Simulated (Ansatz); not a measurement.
# How La2O3 absorbs and reflects light, part 2 of 2

Aim: the dielectric function of La2O3, and the optical constants that follow from it.

Ansatz 0.2.0; DFT, PBE, plane-wave PAW, default files, scalar-relativistic, independent-particle optical response without local fields.

So far, electronic dielectric constant ε∞, mean over x, y and z (by symmetry where fewer were run): step 3 (spectrum) 4.97.

**4. Static response with local fields**

Perturbation theory gives the static response with local fields and the functional's kernel, and it needs no empty bands.

This step: DFT, PBE, plane-wave PAW, default files, scalar-relativistic, static field response by perturbation theory with local fields (Ansatz 0.2.0).

input.yaml

```yaml
crystal:
  lattice:
    - [3.930777878, 0.0, 0.0]
    - [-1.965388939, 3.404153499, 0.0]
    - [0.0, 0.0, 6.11195352]
  atoms:
    - { symbol: La, position: [0.3333333333, 0.6666666667, 0.24623568] }
    - { symbol: La, position: [0.6666666667, 0.3333333333, 0.75376432] }
    - { symbol: O, position: [0.0, 0.0, 0.0] }
    - { symbol: O, position: [0.3333333333, 0.6666666667, 0.64589065] }
    - { symbol: O, position: [0.6666666667, 0.3333333333, 0.35410935] }
kpoints:
  mp_grid: { grid: [7, 7, 4] }
scf:
  occupations: { method: fixed }
hamiltonian:
  xc: pbe
  pseudopotentials: { kind: paw }
dielectric: {}
```

On the command line:

```bash
> ansatz run input.yaml --threads 4 --pin off --max-ram 8192MiB --backend cpu --events-out ev --progress --plain --runs-dir out
```

Numbers of over 12 decimals in the logs are rounded to 6 here.

Log:

```text
[...]
Crystal: 5 atoms, lattice volume = 81.784 Å³
Basis set: ecut = 420 eV, 1641 PW (Γ), exchange–correlation on 54×54×90 points (8 copies of the dense FFT grid, shifted against one another)
Bands: 25, of which v1, the nominal top of the filled ones, is band 20 counted from 1 (19 counted from 0)
Symmetry: 12 space group operations
k-points: 60 of 196 (irreducible under 2 space group operations, time reversal used)
[...]
SCF iter   1: F=—  HF=-14212.058825 eV  |F-HF|=—  |Δ(HF+E_count)|=         —  Δρ=2.31e-3  dr2=4.48e-3  ethr=1.77e-3  ⟨swp⟩=4.6  Hψ=6214  notcnv=0  defer=148
[...]
SCF iter  10: F=-14212.060169 eV  HF=-14212.060169 eV  |F-HF|=9.09e-12  |Δ(HF+E_count)|=  2.53e-10  Δρ=8.49e-8  dr2=7.71e-12  ethr=1.00e-12  ⟨swp⟩=11.7  Hψ=5302  notcnv=0
SCF 1 converged in 10 iterations: F = -14212.060169 eV  dr2 = 7.71e-12
[...]
DFPT response loops at Γ: preconditioner auto → Resta (q_TF=auto, 2.422 Å⁻¹)  ε∞=3.9 (no band partly filled); β = 1.00, the filter's whole step (`scf.mixing.beta` (0.50) is not read by the response loops at its default; to damp them type it under 1.00, their step now; it binds the ground state too); Broyden in place of MSR1
── the response to a field inside a basis, on 8×8×4 k-points: an SCF that follows is theirs, and a resumed run solves both again ──
Bands: 21, of which v1, the nominal top of the filled ones, is band 20 counted from 1 (19 counted from 0)
k-points: 72 of 256 (irreducible under 4 space group operations)
[...]
Eigensolver: Dense (72 Hₖ)
SCF iter   1: F=—  HF=-14212.053400 eV  |F-HF|=—  |Δ(HF+E_count)|=         —  Δρ=3.56e-4  dr2=2.13e-5  ethr=1.00e-1
[...]
SCF iter   4: F=-14212.053406 eV  HF=-14212.053406 eV  |F-HF|=4.07e-8  |Δ(HF+E_count)|=   5.68e-7  Δρ=9.14e-6  dr2=5.95e-8  ethr=2.60e-9
SCF 1 converged in 4 iterations: F = -14212.053406 eV  dr2 = 5.95e-8
[...]
SCF converged after 10 iterations
Free energy (F): -14212.060169 eV
[...]
Internal energy: -14212.060169 eV  (E = F + TS)
E sigma→0 (E₀):  -14212.060169 eV
Fermi energy:    9.692926 eV
[...]
--- Band table (eV; the first three rows and the last of 60) ---
  k-point 0: bands = [... 16 lower, 8.0512, 9.3278, 9.3278, 9.5904, 13.9924, 14.2808, 14.2808, 14.8588, ... 1 higher]
  k-point 1: bands = [... 16 lower, 8.4163, 9.2947, 9.3731, 9.3731, 14.1284, 14.3412, 14.3412, 14.8332, ... 1 higher]
  k-point 2: bands = [... 16 lower, 8.6997, 8.9252, 9.4245, 9.4245, 14.3520, 14.3960, 14.3960, 14.6287, ... 1 higher]
  k-point 59: bands = [... 16 lower, 8.9137, 9.1689, 9.4344, 9.4747, 13.8186, 14.4517, 14.6204, 14.8004, ... 1 higher]
--- Dielectric response (ions clamped): 3 representative field directions + reference, inside a basis on a mesh of 256 k-points (Σ response iterations 15) ---
  ε∞ (high-frequency dielectric tensor):
        4.827395     0.000000     0.000000
        0.000000     4.827395    -0.000000
        0.000000     0.000000     4.727875
  Born effective charges Z* (e; rows j = field, columns β = displacement):
    site 0:
         4.22146   -0.00000    0.00000
        -0.00000    4.22146    0.00000
         0.00000    0.00000    3.84006
    site 1:
         4.22146   -0.00000    0.00000
        -0.00000    4.22146    0.00000
         0.00000    0.00000    3.84006
    site 2:
        -2.71539    0.00000   -0.00000
        -0.00000   -2.71539   -0.00000
        -0.00000   -0.00000   -2.58838
    site 3:
        -2.86377    0.00000   -0.00000
         0.00000   -2.86377   -0.00000
        -0.00000   -0.00000   -2.54587
    site 4:
        -2.86377    0.00000   -0.00000
         0.00000   -2.86377   -0.00000
        -0.00000   -0.00000   -2.54587
  Z* charge neutrality: 1.820e-3 e pre-enforcement
  solved inside a basis spanned on kpoints, on 8×8×4 k-points, its susceptibility summed on 12×12×6: ε∞ is read to err by 1.4e-2, Z* by 1.4e-2 e (field_mesh: kpoints solves on kpoints); Z* is corrected for what the basis lacks
```

Elapsed: 19 s, on 4 threads of AMD EPYC 9R45, shared host; peak memory 0.94 GiB.

Numbers from this step:

| Property | Result |
| --- | --- |
| electronic dielectric constant ε∞, mean over x, y and z (by symmetry where fewer were run) | 4.794 |

ε∞ with local fields:

```
4.83 0.00 0.00
0.00 4.83 0.00
0.00 0.00 4.73
```

Diagonal elements. Born, by row:

```csv
atom,Z*xx (e),Z*yy (e),Z*zz (e)
La1,4.221,4.221,3.84
La2,4.221,4.221,3.84
O3,-2.715,-2.715,-2.588
O4,-2.864,-2.864,-2.546
O5,-2.864,-2.864,-2.546
```

Mean Born charges are La +4.09 and O -2.73, against formal valences of +3 and -2. That of La exceeds its valence by 36 %, the mark of charge moving along hybridised bonds as the atoms shift.

**5. What came out**

```yaml
gap_on_the_path: 3.84 eV
least_direct_gap_on_the_path: 3.97 eV
electronic_dielectric_constant_eps_infinity_mean_over_x_y_and_z_by_symmetry_where_fewer_were_run_independent_particles: 4.97
absorption_onset_first_axis_alpha_over_1e4_cm_minus1_or_the_direct_gap_if_that_lies_higher: 4.09 eV
main_peak_of_im_epsilon_first_axis: 9.88 eV
centre_of_weight_of_the_strongest_loss_peak_in_the_window_first_axis: 13.0 eV
electronic_dielectric_constant_eps_infinity_mean_over_x_y_and_z_by_symmetry_where_fewer_were_run_static_response_with_local_fields: 4.79
```

**Reading.** At this level (PBE, independent particles) La2O3 has a mean ε∞ = 4.97 (4.79 with local fields) and n = 2.25 at 1550 nm (E ∥ x); absorption sets in near 4.1 eV, and Im ε peaks at 9.9 eV (E ∥ x). The gap is indirect (3.84 eV), so absorption without phonons can begin only at the direct gap of 3.97 eV. The absorption coefficient passes 10⁴ cm⁻¹ at 4.09 eV, in the ultraviolet, so the visible is passed. The strongest loss structure up to 22 eV has its centre of weight at 13.0 eV; a free-electron gas of the 29.9 electrons in the f-sum would put its plasmon at 22.5 eV. Distinct maxima of Im ε, read by a parabola through the highest points, lie at 6.43 eV (6.7), 7.22 eV (7.8), 8.84 eV (5.7) and 9.88 eV (8.6) for E ∥ x or y. The f-sum over the summed bands holds 29.9 of the cell's 40 electrons outside the frozen cores, 22 of which lie in bands more than 12 eV below the Fermi level, whose transitions come at higher energies. Up to 22 eV the strength has a mean oscillator energy of 10.0 eV, close to the main peak. Through 1 µm of it, D65 light comes out colourless, dimmed by reflection (x = 0.315, y = 0.331; 73 % transmitted). At 1064 nm the birefringence n(z) − n(x) is -0.020: the crystal is uniaxial negative at this level. In the base spectrum excitons and phonon-assisted transitions are missing, and so are local fields; PBE gaps are as a rule too small, which pulls the onset down and ε∞ up. In the base run ε includes the program's bounded estimate of what the bands above those summed add. Spin-orbit coupling is left out although heavy atoms are present.

[Logs are printed without paths, hosts, clocks, repeated set-up lines and the standing remarks that a program may print on its own settings, such as how far it seeks lower states.]

[Hosts, paths, dates, database ids (printed as entryN), source tags and the programs' standing remarks are cut or masked in the printed files.]
